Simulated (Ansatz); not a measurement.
# Ir (Fm-3m, 1 atom in the cell): Grüneisen parameters

Wanted: mode Grüneisen parameters of Ir (Fm-3m, 1 atom in the cell).

Program: Ansatz 0.2.0. Level of theory: DFT PBEsol, scalar-relativistic, plane waves, PAW; PAW set soft_1. Results are calculated unless marked as measured.

This is a report of a sequence of runs, with most program output left out.

The database entry behind the starting cell differs from later determinations by our own check (0.1 to 0.3 % short, probably kX units), so it need not match the best structure at ambient conditions.

### Step 1. Starting point

It takes space group Fm-3m (No. 225, cubic). The conventional cell has a = 3.830 Å, b = 3.830 Å, c = 3.830 Å, α = 90.00°, β = 90.00°, γ = 90.00°. Nearest to Ir lie 12 Ir at 2.71 Å.

### Step 2. The dispersion

The cell comes from relaxations at this level that are not shown. Stability and thermal properties need the whole zone. Linear response on a 4×4×4 q mesh gives force constants as far as a supercell of that size would.

File input.yaml:

```yaml
crystal:
  lattice:
    - [0.0, 1.9147623234, 1.9147623234]
    - [1.9147623234, 0.0, 1.9147623234]
    - [1.9147623234, 1.9147623234, 0.0]
  atoms:
    - { symbol: Ir, position: [0.0, 0.0, 0.0] }
kpoints:
  mp_grid: { grid: [20, 20, 20] }
hamiltonian:
  xc: pbesol
  pseudopotentials: { kind: paw, azcp: { folder: soft_1 }, xc_functional: pbe }
scf:
  occupations: { method: methfessel_paxton, width: 0.2 }
output:
  eigenvalues: true
phonons:
  method: dfpt
  qmesh: [4, 4, 4]
  temperatures: { t_max: 1000, t_step: 50 }
  qpath:
    path:
      - [[0.0, 0.0, 0.0], [0.5, 0.0, 0.5], [0.625, 0.25, 0.625]]
      - [[0.375, 0.375, 0.75], [0.0, 0.0, 0.0], [0.5, 0.5, 0.5], [0.5, 0.25, 0.75], [0.5, 0.0, 0.5]]
    npoints: 10
```

Run with:

```
ansatz run input.yaml --threads 4 --pin off --max-ram 10240MiB --backend cpu --events-out ev --progress --plain --runs-dir out
```

Elapsed: 2.1 min, on 4 threads of Arm Neoverse V2, shared host; peak memory 3.6 GiB.

This step gave:

- volume per atom: 14.04 Å³
- gap on the k-mesh: 0 eV
- sum-rule residual before enforcement: 1.50e-4 eV/Å²
- lowest frequency on the path: 0 cm⁻¹
- highest frequency on the path or at a solved wavevector: 203.8 cm⁻¹
- mean frequency: 150.3 cm⁻¹
- Debye temperature (second moment): 286 K
- logarithmic mean frequency: 145.9 cm⁻¹
- lowest mode on the q mesh (acoustic modes at Γ apart): 88.48 cm⁻¹
- zero-point energy per atom: 27.94 meV
- heat capacity at 300 K: 23.84 J/(mol atoms K)
- vibrational entropy at 300 K: 34.41 J/(mol atoms K)

Frequencies (cm⁻¹) solved at each irreducible wavevector; negative means imaginary. Frequencies by wavevector, by row:

| q in reciprocal lattice units | star | mode 1 | mode 2 | mode 3 |
| --- | --- | --- | --- | --- |
| 0 0 0 | 1 | 0 | 0 | 0 |
| 0 0 0.25 | 8 | 88.5 | 88.5 | 170.2 |
| 0 0 -0.5 | 4 | 117.9 | 117.9 | 203.8 |
| 0 0.25 0.25 | 6 | 117.1 | 117.1 | 184.7 |
| 0 0.25 -0.5 | 24 | 137.8 | 155.6 | 189.7 |
| 0 0.25 -0.25 | 12 | 129.5 | 143.5 | 190.7 |
| 0 -0.5 -0.5 | 3 | 148.3 | 148.3 | 197.9 |
| 0.25 -0.5 -0.25 | 6 | 166.3 | 168.8 | 168.8 |

Symmetry leaves 8 wavevectors to solve. The lowest mode among them, the acoustic zeros apart, lies at q = (0, 0, 0.25) and is real, 88.5 cm⁻¹.

### Step 3. Relaxing at another volume, volume ratio 0.97

The volume is scaled by 0.97 and held; symmetry leaves nothing to relax, so this is a single point. The modes can then be followed against volume.

input.yaml, the sections that differ from step 2:

```yaml
crystal:
  lattice:
    - [0.0, 1.8954199674, 1.8954199674]
    - [1.8954199674, 0.0, 1.8954199674]
    - [1.8954199674, 1.8954199674, 0.0]
  atoms:
    - { symbol: Ir, position: [0.0, 0.0, 0.0] }
output:
  forces: true
  stress: true
  eigenvalues: true
# kpoints, hamiltonian, scf: as in step 2
# phonons: removed
```

It took 0.8 s on 4 threads; peak memory 0.3 GiB.

Numbers from this step:

- pressure: 12.77 GPa
- volume per atom: 13.62 Å³

The run ends at a pressure of 12.77 GPa.

### Step 4. Phonons at the other volume, volume ratio 0.97

The phonons are repeated at this volume on the same k and q meshes.

input.yaml, the sections that differ from step 3:

```yaml
output:
  eigenvalues: true
phonons:
  method: dfpt
  qmesh: [4, 4, 4]
  temperatures: { t_max: 1000, t_step: 50 }
  qpath:
    path:
      - [[0.0, 0.0, 0.0], [0.5, 0.0, 0.5], [0.625, 0.25, 0.625]]
      - [[0.375, 0.375, 0.75], [0.0, 0.0, 0.0], [0.5, 0.5, 0.5], [0.5, 0.25, 0.75], [0.5, 0.0, 0.5]]
    npoints: 10
# crystal, kpoints, hamiltonian, scf: as in step 3
```

It took 1.9 min on 4 threads; peak memory 3.5 GiB; 7.2 min of CPU time.

Numbers from this step:

```yaml
sum_rule_residual_before_enforcement: 1.59e-4 eV/Å²
highest_frequency_on_the_path_or_at_a_solved_wavevector: 222.1 cm⁻¹
mean_frequency: 161.8 cm⁻¹
debye_temperature_second_moment: 308 K
logarithmic_mean_frequency: 156.8 cm⁻¹
lowest_mode_on_the_q_mesh_acoustic_modes_at_gamma_apart: 93.61 cm⁻¹
zero_point_energy_per_atom: 30.08 meV
heat_capacity_at_300_k: 23.67 J/(mol atoms K)
vibrational_entropy_at_300_k: 32.70 J/(mol atoms K)
```

Frequencies (cm⁻¹) solved at each irreducible wavevector; negative means imaginary. Frequencies by wavevector, by row:

| q in reciprocal lattice units | star | mode 1 | mode 2 | mode 3 |
| --- | --- | --- | --- | --- |
| 0 0 0 | 1 | 0 | 0 | 0 |
| 0 0 0.25 | 8 | 93.6 | 93.6 | 183 |
| 0 0 -0.5 | 4 | 125 | 125 | 222.1 |
| 0 0.25 0.25 | 6 | 125.2 | 125.2 | 196.9 |
| 0 0.25 -0.5 | 24 | 147.3 | 167.9 | 206.2 |
| 0 0.25 -0.25 | 12 | 136.8 | 156.1 | 205.8 |
| 0 -0.5 -0.5 | 3 | 159.7 | 159.7 | 215.6 |
| 0.25 -0.5 -0.25 | 6 | 178.4 | 183.9 | 183.9 |

The highest frequency on the path or at a solved wavevector is 222.1 cm⁻¹, +18.3 cm⁻¹ against the base run.

### Step 5. Relaxing at another volume, volume ratio 1.03

The volume is scaled by 1.03 and held; symmetry leaves nothing to relax, so this is a single point. The modes can then be followed against volume.

input.yaml, the sections that differ from step 4:

```yaml
crystal:
  lattice:
    - [0.0, 1.9337215992, 1.9337215992]
    - [1.9337215992, 0.0, 1.9337215992]
    - [1.9337215992, 1.9337215992, 0.0]
  atoms:
    - { symbol: Ir, position: [0.0, 0.0, 0.0] }
output:
  forces: true
  stress: true
  eigenvalues: true
# kpoints, hamiltonian, scf: as in step 4
# phonons: removed
```

It took 0.82 s on 4 threads; peak memory 0.3 GiB.

Numbers from this step:

| Quantity | Value |
| --- | --- |
| pressure | -10.65 GPa |
| volume per atom | 14.46 Å³ |

The run ends at a pressure of -10.65 GPa.

### Step 6. Phonons at the other volume, volume ratio 1.03

input.yaml, the sections that differ from step 5:

```yaml
output:
  eigenvalues: true
phonons:
  method: dfpt
  qmesh: [4, 4, 4]
  temperatures: { t_max: 1000, t_step: 50 }
  qpath:
    path:
      - [[0.0, 0.0, 0.0], [0.5, 0.0, 0.5], [0.625, 0.25, 0.625]]
      - [[0.375, 0.375, 0.75], [0.0, 0.0, 0.0], [0.5, 0.5, 0.5], [0.5, 0.25, 0.75], [0.5, 0.0, 0.5]]
    npoints: 10
# crystal, kpoints, hamiltonian, scf: as in step 5
```

Wall time 2 min (4 threads); peak memory 3.6 GiB; 7.7 min of CPU time.

Numbers from this step:

```yaml
sum_rule_residual_before_enforcement: 1.60e-4 eV/Å²
highest_frequency_on_the_path_or_at_a_solved_wavevector: 187.1 cm⁻¹
mean_frequency: 139.2 cm⁻¹
debye_temperature_second_moment: 264 K
logarithmic_mean_frequency: 135.4 cm⁻¹
lowest_mode_on_the_q_mesh_acoustic_modes_at_gamma_apart: 83.59 cm⁻¹
zero_point_energy_per_atom: 25.89 meV
heat_capacity_at_300_k: 24.00 J/(mol atoms K)
vibrational_entropy_at_300_k: 36.20 J/(mol atoms K)
```

Frequencies (cm⁻¹) solved at each irreducible wavevector; negative means imaginary. Frequencies by wavevector, by row:

| q in reciprocal lattice units | star | mode 1 | mode 2 | mode 3 |
| --- | --- | --- | --- | --- |
| 0 0 0 | 1 | 0 | 0 | 0 |
| 0 0 0.25 | 8 | 83.6 | 83.6 | 157.9 |
| 0 0 -0.5 | 4 | 111.2 | 111.2 | 186.2 |
| 0 0.25 0.25 | 6 | 109.3 | 109.3 | 173 |
| 0 0.25 -0.5 | 24 | 128.8 | 143.9 | 173.7 |
| 0 0.25 -0.25 | 12 | 122.6 | 131.4 | 176.1 |
| 0 -0.5 -0.5 | 3 | 137.3 | 137.3 | 180.9 |
| 0.25 -0.5 -0.25 | 6 | 154.2 | 154.2 | 154.8 |

The highest frequency on the path or at a solved wavevector is 187.1 cm⁻¹, -16.7 cm⁻¹ against the base run.

### Step 7. Grüneisen parameters

The Grüneisen parameter of a mode is minus the logarithmic change of its frequency with volume, −d ln ω / d ln V; weighted by heat capacity it gives the expansion.

This step gave:

| Property | Result |
| --- | --- |
| bulk modulus | 390.3 GPa |

The phonon branches at the labelled points (cm⁻¹):

| point | branch 1 | branch 2 | branch 3 |
| --- | --- | --- | --- |
| Γ | 0 | 0 | 0 |
| halfway | 117 | 117 | 185 |
| X | 148 | 148 | 198 |
| halfway | 148 | 155 | 193 |
| U | 146 | 170 | 179 |
| jump to K | 146 | 170 | 179 |
| halfway | 109 | 119 | 182 |
| Γ | 0 | 0 | 0 |
| halfway | 88 | 88 | 170 |
| L | 118 | 118 | 204 |
| halfway | 139 | 151 | 190 |
| W | 166 | 169 | 169 |
| halfway | 153 | 157 | 188 |
| X | 148 | 148 | 198 |

The same for volume x 0.97:

| point | branch 1 | branch 2 | branch 3 |
| --- | --- | --- | --- |
| Γ | 0 | 0 | 0 |
| X | 160 | 160 | 216 |
| U | 156 | 185 | 196 |
| K | 156 | 185 | 196 |
| Γ | 0 | 0 | 0 |
| L | 125 | 125 | 222 |
| W | 178 | 184 | 184 |
| X | 160 | 160 | 216 |

The same for volume x 1.03:

| point | branch 1 | branch 2 | branch 3 |
| --- | --- | --- | --- |
| Γ | 0 | 0 | 0 |
| X | 137 | 137 | 181 |
| U | 137 | 156 | 164 |
| K | 137 | 156 | 164 |
| Γ | 0 | 0 | 0 |
| L | 111 | 111 | 186 |
| W | 154 | 154 | 155 |
| X | 137 | 137 | 181 |

Mode Grueneisen parameter -dln(w)/dln(V), modes matched by rank; at Γ the acoustic branches take the value of a neighbouring point of the path. Mode grüneisen parameters along the path, in :

| point | branch 1 | branch 2 | branch 3 |
| --- | --- | --- | --- |
| Γ | 2.35 | 2.35 | 1.90 |
| halfway | 2.26 | 2.26 | 2.16 |
| X | 2.52 | 2.52 | 2.92 |
| halfway | 2.44 | 2.64 | 2.95 |
| U | 2.24 | 2.80 | 2.99 |
| jump to K | 2.24 | 2.80 | 2.99 |
| halfway | 1.67 | 2.69 | 2.38 |
| Γ | 1.47 | 2.35 | 2.10 |
| halfway | 1.88 | 1.88 | 2.46 |
| L | 1.95 | 1.95 | 2.94 |
| halfway | 2.13 | 2.57 | 2.97 |
| W | 2.43 | 2.93 | 2.87 |
| halfway | 2.70 | 2.44 | 2.96 |
| X | 2.52 | 2.52 | 2.92 |

(dS/dlnV)/C_V. Thermodynamic Grueneisen parameter against temperature:

| temperature (K) | thermodynamic Grueneisen parameter |
| --- | --- |
| 50 | 2.33 |
| 100 | 2.41 |
| 150 | 2.43 |
| 200 | 2.44 |
| 250 | 2.44 |
| 300 | 2.44 |
| 350 | 2.44 |
| 400 | 2.44 |
| 450 | 2.44 |
| 500 | 2.44 |
| 550 | 2.44 |
| 600 | 2.44 |
| 650 | 2.44 |
| 700 | 2.44 |
| 750 | 2.44 |
| 800 | 2.44 |
| 850 | 2.44 |
| 900 | 2.45 |
| 950 | 2.45 |
| 1000 | 2.44 |

Gamma C_V/(B V) at the static volume. Table of volume expansion by temperature:

| temperature (K) | volume expansion (1e-6/K) |
| --- | --- |
| 50 | 4.91 |
| 100 | 12.5 |
| 150 | 15.4 |
| 200 | 16.7 |
| 250 | 17.3 |
| 300 | 17.6 |
| 350 | 17.9 |
| 400 | 18 |
| 450 | 18.1 |
| 500 | 18.2 |
| 550 | 18.2 |
| 600 | 18.3 |
| 650 | 18.3 |
| 700 | 18.3 |
| 750 | 18.4 |
| 800 | 18.4 |
| 850 | 18.4 |
| 900 | 18.4 |
| 950 | 18.4 |
| 1000 | 18.4 |

### Step 8. What came out

| Quantity | Value |
| --- | --- |
| bulk modulus | 390 GPa |
| thermodynamic Grüneisen parameter at 300 K | 2.441 |
| volume expansion at 300 K, estimated | 17.64 × 10⁻⁶ K⁻¹ |

By this estimate the volume grows by 17.6 × 10⁻⁶ per kelvin at 300 K. Mode parameters on the path run from 1.5 to 3, with a median of 2.5. Branches are matched by rank, so values near crossings are rough. The expansion is the Grüneisen estimate at the static volume, with the static bulk modulus. With no gap, or one that is small against the smearing, the frequencies hang on the k mesh and the smearing, most of all near Kohn anomalies. Spin-orbit coupling is left out, which can matter for the heavy elements here. The PAW files were made for PBE and serve the other functionals too.

[Logs are printed without paths, hosts, clocks, repeated set-up lines and the standing remarks that a program may print on its own settings, such as how far it seeks lower states.]

[Hosts, paths, dates, database ids (printed as entryN), source tags and the programs' standing remarks are cut or masked in the printed files.]
